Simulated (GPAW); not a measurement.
# STM contrast on Li/Co(0001)

Wanted: filled- and empty-state images of Li/Co(0001), with its work function.

Main program and level: GPAW 26.7.0; GPAW, PAW setups; slab in vacuum, relaxation, in the first sound run; inputs show where later runs differ.

## (1) The structure

The cell holds 5 atoms: 4 Co and 1 Li. Its edges and angles: a = 2.510 Å, b = 2.510 Å, c = 22.346 Å, α = 90.0°, β = 90.0°, γ = 60.0°. Vacuum lies along c.

## (2) Relaxing the atoms

The atoms are relaxed first, since the surface dipole, and with it the work function, follows the positions of the outer layers. The lowest 2 atoms are held at bulk positions and keep their forces.

run.py

```python
import json
import numpy as np
from ase import Atoms
from ase.constraints import FixAtoms
from ase.optimize import BFGS
from gpaw import GPAW, PW

slab = Atoms(
    ['Co', 'Co', 'Co', 'Co', 'Li'],
    positions=[
        [2.51000, 1.44915, 7.00000],
        [0.00000, 0.00000, 9.03561],
        [2.51000, 1.44915, 11.07122],
        [0.00000, 0.00000, 13.10683],
        [2.51000, 1.44915, 15.34577]],
    cell=[[2.51, 0.0, 0.0], [1.255, 2.17372, 0.0], [0.0, 0.0, 22.34577]],
    pbc=[True, True, False],
    magmoms=[1.7, 1.7, 1.7, 1.7, 0.0])

slab.calc = GPAW(mode=PW(400), xc='PBE', kpts={'size': (14, 14, 1), 'gamma': True},
                 occupations={'name': 'fermi-dirac', 'width': 0.1}, nbands='300%',
                 convergence={'density': 1e-05}, maxiter=200,
                 poissonsolver={'dipolelayer': 'xy'},
                 symmetry={'tolerance': 1e-3, 'extra_ids': [1, 1, 0, 0, 0]}, txt='slab.txt')
result = {}
slab.set_constraint(FixAtoms([0, 1]))
path = []
opt = BFGS(slab, maxstep=0.2)
opt.attach(lambda: path.append((slab.get_potential_energy(), slab.positions.tolist(), slab.get_forces().tolist())))
result['relaxed'] = bool(opt.run(fmax=0.03, steps=40))
result['path'] = path
energy = slab.get_potential_energy()
fermi = slab.calc.get_fermi_level()
v = slab.calc.get_electrostatic_potential().mean((0, 1)) - fermi
n = slab.calc.get_pseudo_density().mean((0, 1))
L = slab.cell[2, 2]
z = np.arange(len(v)) * L / len(v)
low, high = slab.positions[:, 2].min(), slab.positions[:, 2].max()
below, above = np.interp([low - 4.8, high + 4.8], z, v)
slopes = [np.interp(x, z, np.gradient(v, z)) for x in (low - 4.8, high + 4.8)]
eps = np.array([[slab.calc.get_eigenvalues(k, s) for k in range(len(slab.calc.get_ibz_k_points()))]
                for s in range(slab.calc.get_number_of_spins())]) - fermi
top, bottom = eps[eps < 0].max(), eps[eps > 0].min()
dipole = slab.get_dipole_moment()[2]
print(f'energy {energy:.4f} eV, Fermi level {fermi:.4f} eV, dipole {dipole:.5f} e A')
print(f'potential 4.8 A off the faces, from the Fermi level: lower {below:.4f} eV, upper {above:.4f} eV')
print(f'slope of the potential there: lower {slopes[0]:.5f}, upper {slopes[1]:.5f} eV/A')
print(f'nearest levels on the mesh: {top:.4f} and {bottom:.4f} eV')
print('magnetic moment', round(slab.get_magnetic_moment(), 3))
result.update(energy=energy, fermi=fermi, dipole=dipole, below=below, above=above, slopes=slopes, edges=[top, bottom],
              z=z.tolist(), v=v.tolist(), n=n.tolist(), positions=slab.positions.tolist(),
              forces=slab.get_forces(apply_constraint=False).tolist(), moments=slab.get_magnetic_moments().tolist())
json.dump(result, open('result.json', 'w'))
```

The run is started by

```console
$ OMP_NUM_THREADS=1 OPENBLAS_NUM_THREADS=1 python run.py
```

Log:

```text
Step          Energy          fmax
BFGS:    0      -32.503243        0.341082
BFGS:    1      -32.505704        0.298700
BFGS:    2      -32.517205        0.176884
BFGS:    3      -32.518087        0.169773
BFGS:    4      -32.522862        0.089220
BFGS:    5      -32.523275        0.106992
BFGS:    6      -32.523651        0.103503
BFGS:    7      -32.524333        0.089021
BFGS:    8      -32.525670        0.119368
BFGS:    9      -32.527297        0.106013
BFGS:   10      -32.528208        0.042060
BFGS:   11      -32.528360        0.006240
energy -32.4472 eV, Fermi level 1.6477 eV, dipole 0.02565 e A
potential 4.8 A off the faces, from the Fermi level: lower 5.0014 eV, upper 4.1543 eV
slope of the potential there: lower -0.00105, upper 0.00315 eV/A
nearest levels on the mesh: -0.0228 and 0.0142 eV
magnetic moment 6.487
```

The job ended after 61 min (1 thread of Arm Neoverse V1, shared host; peak memory 0.29 GiB).

Relaxation path:

| step | energy less that of the first step (eV) | largest force (eV/Å) |
| --- | --- | --- |
| 1 | 0.0000 | 0.3411 |
| 2 | -0.0030 | 0.2987 |
| 3 | -0.0188 | 0.1769 |
| 4 | -0.0194 | 0.1698 |
| 5 | -0.0226 | 0.0892 |
| 6 | -0.0231 | 0.1070 |
| 7 | -0.0237 | 0.1035 |
| 8 | -0.0246 | 0.0890 |
| 9 | -0.0261 | 0.1194 |
| 10 | -0.0275 | 0.1060 |
| 11 | -0.0279 | 0.0421 |
| 12 | -0.0278 | 0.0062 |

The atoms that moved most (Å):

| atom | dx | dy | dz | length |
| --- | --- | --- | --- | --- |
| Li5 | 0.000 | 0.000 | -0.167 | 0.167 |
| Co4 | 0.000 | 0.000 | -0.049 | 0.049 |
| Co3 | 0.000 | 0.000 | 0.013 | 0.013 |

Final coordinates:

```
Co Li
1.0
     2.51000    0.00000    0.00000
     1.25500    2.17372    0.00000
     0.00000    0.00000   22.34577
Co Li
4 1
Cartesian
  2.5100 1.4491 7.0000
  0.0000 0.0000 9.0356
  2.5100 1.4491 11.0843
  0.0000 0.0000 13.0579
  2.5100 1.4491 15.1790
```

Numbers from this step:

* dipole along the normal: 0.02565 e·Å
* levels nearest the Fermi level on the mesh: -0.02280, 0.01422 eV from the Fermi level
* upper work function: 4.154 eV
* lower work function: 5.001 eV
* site moments: 1.809, 1.746, 1.684, 1.546, -0.02286 μB
* sum of the site moments: 6.763 μB

The electrostatic potential energy of an electron (without an applied field's), less the Fermi level, planar mean by z:

z (Å), electrostatic potential energy of an electron (without an applied field's), less the Fermi level, planar mean (eV) and a bar from the least value:
```
      0.0        4.6 ##############################
      0.5        5.0 ##############################
      1.0        5.0 ##############################
      1.5        5.0 ##############################
      2.0        5.0 ##############################
      2.5        5.0 ##############################
      3.0        5.0 ##############################
      3.5        5.0 ##############################
      4.0        5.0 ##############################
      4.5        4.9 ##############################
      5.0        4.7 ##############################
      5.5        3.9 #############################
      6.0        1.1 ##########################
      6.5       -8.8 ################
      7.0      -23.5 
      7.5       -8.9 ###############
      8.0       -0.7 ########################
      8.5       -7.8 #################
      9.0      -23.5 
      9.5      -10.1 ##############
     10.0       -0.7 ########################
     10.5       -6.4 ##################
     11.0      -22.9 #
     11.5      -12.0 ############
     12.0       -1.4 #######################
     12.5       -7.1 #################
     13.0      -23.2 
     13.5      -10.7 #############
     14.0       -0.1 #########################
     14.5       -0.3 ########################
     15.0       -5.4 ###################
     15.5       -4.7 ####################
     16.0       -0.3 ########################
     16.5        2.2 ###########################
     17.0        3.4 ############################
     17.5        3.9 #############################
     18.0        4.1 #############################
     18.5        4.1 #############################
     19.0        4.1 #############################
     19.5        4.2 #############################
     20.0        4.2 #############################
     20.5        4.2 #############################
     21.0        4.2 #############################
     21.5        4.2 #############################
     22.0        4.2 #############################
```

Pseudo valence density, planar mean against z:

| z (Å) | pseudo valence density, planar mean (e/Å³) |
| --- | --- |
| 0.00 | 0 |
| 0.64 | 2.4e-6 |
| 1.28 | 0 |
| 1.70 | 0 |
| 2.34 | 1.8e-5 |
| 2.98 | 6.0e-5 |
| 3.62 | 3.4e-4 |
| 4.26 | 0.00164 |
| 4.68 | 0.00483 |
| 5.32 | 0.0244 |
| 5.96 | 0.122 |
| 6.60 | 0.780 |
| 7.24 | 1.28 |
| 7.87 | 0.324 |
| 8.30 | 0.384 |
| 8.94 | 1.69 |
| 9.58 | 0.555 |
| 10.22 | 0.320 |
| 10.85 | 1.30 |
| 11.28 | 1.42 |
| 11.92 | 0.352 |
| 12.56 | 0.620 |
| 13.19 | 1.60 |
| 13.83 | 0.318 |
| 14.26 | 0.158 |
| 14.90 | 0.0800 |
| 15.54 | 0.0616 |
| 16.17 | 0.0413 |
| 16.81 | 0.0196 |
| 17.45 | 0.00681 |
| 17.88 | 0.00301 |
| 18.52 | 8.3e-4 |
| 19.15 | 2.1e-4 |
| 19.79 | 5.5e-5 |
| 20.43 | 1.2e-5 |
| 20.86 | 4.4e-6 |
| 21.49 | 2.0e-6 |
| 22.13 | 0 |

Site moment by atom:

| atom | site moment (μB) |
| --- | --- |
| Co1 | 1.81 |
| Co2 | 1.75 |
| Co3 | 1.68 |
| Co4 | 1.55 |
| Li5 | -0.02 |

The relaxation lowered the energy of the cell by 0.0278 eV (energies extrapolated to zero smearing; the optimiser's log prints free energies). The largest force left on a free atom is 0.0062 eV/Å.

## (3) The slab's potential

The work function is the vacuum plateau of the electrostatic potential less the Fermi level; a dipole layer lets the two faces have plateaus of their own.

This step: GPAW, PAW setups; slab in vacuum (GPAW 26.7.0).

run.py, as its differences from that of step 2:

```diff
@@ -3,4 +3,3 @@
 from ase import Atoms
-from ase.constraints import FixAtoms
-from ase.optimize import BFGS
+from ase.dft.stm import STM
 from gpaw import GPAW, PW
@@ -12,5 +11,5 @@
         [0.00000, 0.00000, 9.03561],
-        [2.51000, 1.44915, 11.07122],
-        [0.00000, 0.00000, 13.10683],
-        [2.51000, 1.44915, 15.34577]],
+        [2.51000, 1.44915, 11.08433],
+        [0.00000, 0.00000, 13.05793],
+        [2.51000, 1.44915, 15.17903]],
     cell=[[2.51, 0.0, 0.0], [1.255, 2.17372, 0.0], [0.0, 0.0, 22.34577]],
@@ -23,10 +22,4 @@
                  poissonsolver={'dipolelayer': 'xy'},
-                 symmetry={'tolerance': 1e-3, 'extra_ids': [1, 1, 0, 0, 0]}, txt='slab.txt')
+                 symmetry={'tolerance': 1e-3}, txt='slab.txt')
 result = {}
-slab.set_constraint(FixAtoms([0, 1]))
-path = []
-opt = BFGS(slab, maxstep=0.2)
-opt.attach(lambda: path.append((slab.get_potential_energy(), slab.positions.tolist(), slab.get_forces().tolist())))
-result['relaxed'] = bool(opt.run(fmax=0.03, steps=40))
-result['path'] = path
 energy = slab.get_potential_energy()
@@ -52,2 +45,16 @@
               forces=slab.get_forces(apply_constraint=False).tolist(), moments=slab.get_magnetic_moments().tolist())
+
+# Images need the states of the whole zone, up to time reversal
+slab.calc = slab.calc.fixed_density(symmetry={'point_group': False}, txt='states.txt', nbands='390%',
+                                    convergence={'bands': 'CBM+1.8'})
+stm = STM(slab)
+result['stm'] = []
+for bias in [-2.0, -1.0, 1.5]:
+    height = high + 3.5
+    current = stm.get_averaged_current(bias, height)
+    x, y, h = stm.scan(bias, current)
+    i, f = divmod(height / L * stm.ldos.shape[2], 1)
+    I = abs((1 - f) * stm.ldos[:, :, int(i)] + f * stm.ldos[:, :, int(i) + 1])
+    print(f'bias {bias} V: mean current at 3.5 A {current:.4e}, corrugation {np.ptp(h):.4f} A')
+    result['stm'].append(dict(bias=bias, current=current, h=(h - high).tolist(), I=I.tolist()))
 json.dump(result, open('result.json', 'w'))
```

Log:

```text
energy -32.4472 eV, Fermi level 1.6477 eV, dipole 0.02565 e A
potential 4.8 A off the faces, from the Fermi level: lower 5.0014 eV, upper 4.1543 eV
slope of the potential there: lower -0.00105, upper 0.00315 eV/A
nearest levels on the mesh: -0.0228 and 0.0142 eV
magnetic moment 6.487
bias -2.0 V: mean current at 3.5 A 5.7333e-04, corrugation 0.0039 A
bias -1.0 V: mean current at 3.5 A 5.3705e-04, corrugation 0.0036 A
bias 1.5 V: mean current at 3.5 A 7.5482e-04, corrugation 0.0080 A
```

The job ended after 16 min (1 thread; peak memory 0.97 GiB).

This step gave:

```
levels nearest the Fermi level on the mesh : -0.02282, 0.01424 eV from the Fermi level
site moments                               : 1.809, 1.747, 1.684, 1.546, -0.02284 μB
corrugation -2                             : 0.003861 Å
corrugation -1                             : 0.003555 Å
corrugation 1.5                            : 0.007968 Å
```

The electrostatic potential energy of an electron (without an applied field's), less the Fermi level, planar mean by z:

| z (Å) | electrostatic potential energy of an electron (without an applied field's), less the Fermi level, planar mean (eV) |
| --- | --- |
| 0.0 | 4.58 |
| 0.5 | 5.00 |
| 1.0 | 5.00 |
| 1.5 | 5.00 |
| 2.0 | 5.00 |
| 2.5 | 5.00 |
| 3.0 | 5.00 |
| 3.5 | 4.99 |
| 4.0 | 4.98 |
| 4.5 | 4.91 |
| 5.0 | 4.69 |
| 5.5 | 3.90 |
| 6.0 | 1.13 |
| 6.5 | -8.76 |
| 7.0 | -23.5 |
| 7.5 | -8.88 |
| 8.0 | -0.734 |
| 8.5 | -7.78 |
| 9.0 | -23.5 |
| 9.5 | -10.1 |
| 10.0 | -0.708 |
| 10.5 | -6.35 |
| 11.0 | -22.9 |
| 11.5 | -12.0 |
| 12.0 | -1.41 |
| 12.5 | -7.10 |
| 13.0 | -23.2 |
| 13.5 | -10.7 |
| 14.0 | -0.0578 |
| 14.5 | -0.302 |
| 15.0 | -5.35 |
| 15.5 | -4.68 |
| 16.0 | -0.305 |
| 16.5 | 2.22 |
| 17.0 | 3.40 |
| 17.5 | 3.88 |
| 18.0 | 4.06 |
| 18.5 | 4.12 |
| 19.0 | 4.14 |
| 19.5 | 4.15 |
| 20.0 | 4.15 |
| 20.5 | 4.16 |
| 21.0 | 4.16 |
| 21.5 | 4.16 |
| 22.0 | 4.21 |

The pseudo valence density, planar mean oscillates, so the rows of the table below give means over windows of 1.92 Å about each position, cut where the curve ends. Its maxima inside the range that stand out by 2 % of the span (Å: e/Å³): 7.0: 1.80, 8.9: 1.69, 11.1: 1.80, 13.0: 1.74. Its minima: 8.1: 0.305, 10.0: 0.297, 12.1: 0.329.

Table of pseudo valence density, planar mean by z; means over each step:

z (Å), pseudo valence density, planar mean (e/Å³) and a bar:
```
     2.88       0.00 
     4.80       0.02 #
     6.72       0.78 ############################
     8.64       0.83 ##############################
    10.56       0.82 #############################
    12.48       0.83 ##############################
    14.40       0.22 ########
    16.32       0.04 #
    18.24       0.00 
    20.16       0.00
```

The tip height over the top atom is 3.5 Å all over the map of a1 and a2.

Local density of states summed over the bias window over a1 and a2. Sample bias -2 V, constant height 3.5 Å over the top atom.

Ten even steps from '_' (5.71 × 1e-4 arbitrary) to '@' (5.76 × 1e-4 arbitrary):
```
%%%%@@**::::----::::**@@
@@@@@@**..__..::..__..**
**%%%%**::____::::____::
==++==++==::..::::::..::
==++====++==--::::::::--
==****++****==--..__..--
==****====****==::____::
==++**==--==**++==::..::
**++==++====++==++******
@@%%====******====%%@@@@
%%@@%%++++****++++%%@@%%
**%%@@**==========**@@%%
```
Columns: a1 from 0 to 0.917; rows upwards: a2 from 0 to 0.917.

The tip height over the top atom is 3.50 Å all over the map of a1 and a2.

Local density of states summed over the bias window over a1 and a2. Sample bias -1 V, constant height 3.5 Å over the top atom.

Ten even steps from '0' (5.35 × 1e-4 arbitrary) to '9' (5.40 × 1e-4 arbitrary):
```
889521111259
999510111015
677620111102
454541112111
354453111111
355455311111
355445531001
455424554212
654444445655
974455544799
897555555798
689643334698
```
Columns: a1 from 0 to 0.917; rows upwards: a2 from 0 to 0.917.

Tip height over the top atom over a1 and a2. Sample bias 1.5 V, constant current at the mean current 3.5 Å over the top atom.

Ten even steps from '_' (3.4960 Å) to '@' (3.5040 Å):
```
%%%%****++--::::--++****
**##****++--..__..--++**
**####**++--..____..--++
++**##**++--..______..--
--++####++--::________::
--++******++--::......::
--++**####**++----------
++++**######**++++++++++
****##**####**##********
**######******######****
%%####**++++++++**####%%
@@%%****++------++****%%
```
Columns: a1 from 0 to 0.917; rows upwards: a2 from 0 to 0.917.

Local density of states summed over the bias window over a1 and a2. Sample bias 1.5 V, constant height 3.5 Å over the top atom.

Ten even steps from '0' (7.48 × 1e-4 arbitrary) to '9' (7.62 × 1e-4 arbitrary):
```
886543223456
676553101355
577543100134
467643100013
357753200002
345654321112
345665433333
455676554454
567666676555
677755577766
877654456778
986543334568
```
Columns: a1 from 0 to 0.917; rows upwards: a2 from 0 to 0.917.

Force by atom:

| atom | x (eV/Å) | y (eV/Å) | z (eV/Å) | size |
| --- | --- | --- | --- | --- |
| Co1 | 0.000 | 0.000 | 0.425 | 0.425 |
| Co2 | 0.000 | 0.000 | -0.427 | 0.427 |
| Co3 | 0.000 | 0.000 | -0.006 | 0.006 |
| Co4 | 0.000 | 0.000 | 0.004 | 0.004 |
| Li5 | 0.000 | 0.000 | 0.004 | 0.004 |

The potential is flat to 0.003 eV/Å where it is read, so the vacuum is wide enough.

## (4) A changed run

One more run, with changed settings.

run.py

```python
import json
import numpy as np
from ase import Atoms
from gpaw import GPAW, PW

slab = Atoms(
    ['Co', 'Co', 'Co', 'Co', 'Li'],
    positions=[
        [2.51000, 1.44915, 7.00000],
        [0.00000, 0.00000, 9.03561],
        [2.51000, 1.44915, 11.08433],
        [0.00000, 0.00000, 13.05793],
        [2.51000, 1.44915, 15.17903]],
    cell=[[2.51, 0.0, 0.0], [1.255, 2.17372, 0.0], [0.0, 0.0, 22.34577]],
    pbc=[True, True, False],
    magmoms=[1.7, 1.7, 1.7, 1.7, 0.0])

slab.calc = GPAW(mode=PW(400), xc='PBE', kpts={'size': (14, 14, 1), 'gamma': True},
                 occupations={'name': 'fermi-dirac', 'width': 0.1}, nbands='300%',
                 convergence={'density': 1e-05}, maxiter=75,
                 poissonsolver={'dipolelayer': 'xy'},
                 symmetry={'tolerance': 1e-3}, txt='slab.txt')
result = {}
energy = slab.get_potential_energy()
fermi = slab.calc.get_fermi_level()
v = slab.calc.get_electrostatic_potential().mean((0, 1)) - fermi
n = slab.calc.get_pseudo_density().mean((0, 1))
L = slab.cell[2, 2]
z = np.arange(len(v)) * L / len(v)
low, high = slab.positions[:, 2].min(), slab.positions[:, 2].max()
below, above = np.interp([low - 1.0, high + 1.0], z, v)
slopes = [np.interp(x, z, np.gradient(v, z)) for x in (low - 1.0, high + 1.0)]
eps = np.array([[slab.calc.get_eigenvalues(k, s) for k in range(len(slab.calc.get_ibz_k_points()))]
                for s in range(slab.calc.get_number_of_spins())]) - fermi
top, bottom = eps[eps < 0].max(), eps[eps > 0].min()
dipole = slab.get_dipole_moment()[2]
print(f'energy {energy:.4f} eV, Fermi level {fermi:.4f} eV, dipole {dipole:.5f} e A')
print(f'potential 1.0 A off the faces, from the Fermi level: lower {below:.4f} eV, upper {above:.4f} eV')
print(f'slope of the potential there: lower {slopes[0]:.5f}, upper {slopes[1]:.5f} eV/A')
print(f'nearest levels on the mesh: {top:.4f} and {bottom:.4f} eV')
print('magnetic moment', round(slab.get_magnetic_moment(), 3))
result.update(energy=energy, fermi=fermi, dipole=dipole, below=below, above=above, slopes=slopes, edges=[top, bottom],
              z=z.tolist(), v=v.tolist(), n=n.tolist(), positions=slab.positions.tolist(),
              forces=slab.get_forces(apply_constraint=False).tolist(), moments=slab.get_magnetic_moments().tolist())
json.dump(result, open('result.json', 'w'))
```

Log:

```text
energy -32.4472 eV, Fermi level 1.6477 eV, dipole 0.02565 e A
potential 1.0 A off the faces, from the Fermi level: lower 1.1288 eV, upper 0.8111 eV
slope of the potential there: lower -9.89071, upper 5.49466 eV/A
nearest levels on the mesh: -0.0228 and 0.0142 eV
magnetic moment 6.487
```

Run time: 7.5 min. Hardware: 1 thread; peak memory 0.28 GiB.

The run finished. A setting was moved off its sound value on purpose, so it serves as a test and not as the result.

The fault put into the input: the potential probed 1 A off the face (probe = 1.0).

## (5) What came out

| Property | Result |
| --- | --- |
| work function, upper and lower face | 4.154 and 5.001 eV |
| dipole along the normal | 0.0256 e Å |
| corrugation at -2 V | 0.00386 Å |
| corrugation at -1 V | 0.00356 Å |
| corrugation at 1.5 V | 0.00797 Å |

In GPAW's constant-current maps the tip height varies by under 0.05 Å at every bias shown (0.0080 Å at most), which is near the numerical ripple of the maps: an s-wave tip would see an almost flat surface. Negative sample bias images filled states, positive bias empty ones. The two faces differ by 0.85 eV, the step that the slab's dipole makes (e p/(ε0 A) gives 0.85 eV), so the dipole layer is needed. The images are of Tersoff-Hamann type: an s-wave tip, no tip-sample forces, heights closer than in a microscope. The cell of 5.46 Å² holds one Li, started on one chosen site; other sites and coverages weren't tried. One magnetic start was tried; another order may lie lower. The in-plane lattice was kept as typed, which isn't the functional's own and leaves some strain; spin-orbit coupling and temperature are left out.

[Logs are printed without paths, hosts, clocks, repeated set-up lines and the standing remarks that a program may print on its own settings, such as how far it seeks lower states.]

[Hosts, paths, dates, database ids (printed as entryN), source tags and the programs' standing remarks are cut or masked in the printed files.]
